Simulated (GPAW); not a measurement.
The Si K edge of atom 3 in SrSi (Cmcm), with 2 Si at 2.51 Å (bent, 107°, site symmetry m2m), was computed in 2 ways: excited-electron core hole (neutral cell) and no core hole. Program and functional: GPAW, LDA, Gaussian full width 0.9 eV up to 4 eV, rising linearly to 3.5 eV at 25 eV; cells of 4 and 16 atoms (the run without a hole in the smaller).

Each run is counted from its own lowest empty level or Fermi level and scaled to a mean of 1 over its first 20 eV.

| E (eV) | run 1 | run 2 |
| --- | --- | --- |
| -2.0 | 0.00 | 0.00 |
| -1.4 | 0.00 | 0.00 |
| -0.8 | 0.01 | 0.02 |
| -0.2 | 0.15 | 0.27 |
| 0.4 | 0.50 | 0.80 |
| 1.0 | 0.63 | 0.87 |
| 1.6 | 0.67 | 0.93 |
| 2.2 | 0.70 | 1.13 |
| 2.8 | 0.83 | 1.16 |
| 3.4 | 0.88 | 1.21 |
| 4.0 | 0.96 | 1.48 |
| 4.6 | 1.08 | 1.63 |
| 5.2 | 1.25 | 1.76 |
| 5.8 | 1.44 | 1.71 |
| 6.4 | 1.58 | 1.52 |
| 7.0 | 1.62 | 1.41 |
| 7.6 | 1.69 | 1.30 |
| 8.2 | 1.62 | 1.07 |
| 8.8 | 1.38 | 0.88 |
| 9.4 | 1.17 | 0.77 |
| 10.0 | 1.03 | 0.77 |
| 10.6 | 0.97 | 0.79 |
| 11.2 | 0.95 | 0.77 |
| 11.8 | 0.91 | 0.72 |
| 12.4 | 0.86 | 0.71 |
| 13.0 | 0.84 | 0.73 |
| 13.6 | 0.84 | 0.75 |
| 14.2 | 0.84 | 0.76 |
| 14.8 | 0.82 | 0.76 |
| 15.4 | 0.83 | 0.76 |
| 16.0 | 0.85 | 0.78 |
| 16.6 | 0.86 | 0.80 |
| 17.2 | 0.86 | 0.82 |
| 17.8 | 0.86 | 0.85 |
| 18.4 | 0.89 | 0.87 |
| 19.0 | 0.93 | 0.90 |
| 19.6 | 0.97 | 0.91 |
| 20.2 | 0.99 | 0.91 |
| 20.8 | 1.00 | 0.89 |
| 21.4 | 0.98 | 0.86 |
| 22.0 | 0.96 | 0.83 |
| 22.6 | 0.93 | 0.80 |
| 23.2 | 0.92 | 0.78 |
| 23.8 | 0.90 | 0.76 |
| 24.4 | 0.88 | 0.75 |
| 25.0 | 0.86 | 0.73 |
| 25.6 | 0.84 | 0.72 |
| 26.2 | 0.82 | 0.71 |
| 26.8 | 0.80 | 0.70 |
| 27.4 | 0.79 | 0.70 |
| 28.0 | 0.78 | 0.70 |
| 28.6 | 0.77 | 0.70 |
| 29.2 | 0.76 | 0.69 |
| 29.8 | 0.75 | 0.69 |

Question: Which run is which?

Run 1: no core hole (area from −2 to 6 eV 5.3, main maxima 7.7 eV (1.69) and 20.6 eV (1.00)). Run 2: excited-electron core hole (neutral cell) (area from −2 to 6 eV 7.6, main maxima 2.5 eV (1.18), 5.4 eV (1.77) and 19.8 eV (0.91)). With each curve scaled to its own mean, the area from −2 to 6 eV with the hole is 7.6 against 5.3, and the centre of weight from −1 to 20 eV moves by -0.8 eV: the hole pulls the absorber's empty states down.

[Hosts, paths, dates, database ids (printed as entryN), source tags and the programs' standing remarks are cut or masked in the printed files.]

[Lists of maxima count a maximum above −3 eV only where it reaches 4 % of the highest in the window and stands out from its surroundings by 2 % of it (1.5 % where it reaches 55 %); shoulders and weaker maxima are passed over, and of the rest the first, up to two pre-edge ones and the few strongest are named.]
